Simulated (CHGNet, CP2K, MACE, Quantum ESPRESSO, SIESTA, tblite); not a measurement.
# Pressure against volume in rutile SnO2, size series (72 atoms), QE, PBE

The cell holds 72 atoms: 24 Sn and 48 O. Cell: a = 9.474 Å, b = 9.474 Å, c = 9.558 Å, α = 90.0°, β = 90.0°, γ = 90.0°. It derives from SnO2 (rutile), repeated 2×2×3. Rutile SnO2 (cell 4.737, 4.737, 3.186, 90, 90, 90), 2 x 2 x 3 conventional cells; ideal positions. Then the atoms were relaxed with MACE MP-0b3 medium in the fixed cell.

Calculated with Quantum ESPRESSO 7.5: PBE; plane waves, SSSP efficiency, 60/480 Ry; k-points Γ. The unchanged cell has V0 = 11.915 Å³ an atom and P0 = 10.954 GPa. It is scaled evenly, and MACE MP-0b3 medium relaxes the atoms at each volume before the single point.

| volume (Å³/atom) | pressure (GPa) |
| --- | --- |
| 11.200 | ? |
| 11.558 | 18.56 |
| 12.273 | 4.537 |
| 12.630 | -0.8683 |

Task: Fit a second-order expansion in ln V to the rows given and extrapolate to the withheld row.

Worked fit:

To second order in u = ln(V/V0), P = P0 − B u + ½ B B′ u², with B the bulk modulus at V0 and B′ its pressure derivative. So v = (P − P0)/u is a line in u, with intercept −B and slope ½ B B′.

```
         u   v (GPa)
-0.0304592  -249.767
 0.0295588  -217.093
 0.0582689  -202.892
```

With n = 3: mean u = 0.0191228, mean v = -223.251, Σ(u − ū)² = 0.0040997, Σ(u − ū)(v − v̄) = 2.1759. Slope b = 2.1759 / 0.0040997 = 530.76; intercept a = v̄ − b ū = -233.40.

So B = 233 GPa and B′ = 2b/B = 4.5. At the withheld volume u = -0.06188, v = a + b u = -266.2 GPa, and P = P0 + u v.

Prediction at 11.200: 27.43 GPa. The run gave 27.56 GPa, so the fit is low by 0.13 GPa (0.48 % of the value).

B′ = 4.5 rests on three points. Among the rows given, the largest miss of the fit is at 12.630, by 0.024 GPa (0.086 % of the range of the table).

Limits: Static cells at zero temperature, with the cell shape held. The atoms follow MACE MP-0b3 medium, not this level's own minimum.

[Logs are printed without paths, hosts, clocks, repeated set-up lines and the standing remarks that a program may print on its own settings, such as how far it seeks lower states.]

[Hosts, paths, dates, database ids (printed as entryN), source tags and the programs' standing remarks are cut or masked in the printed files.]
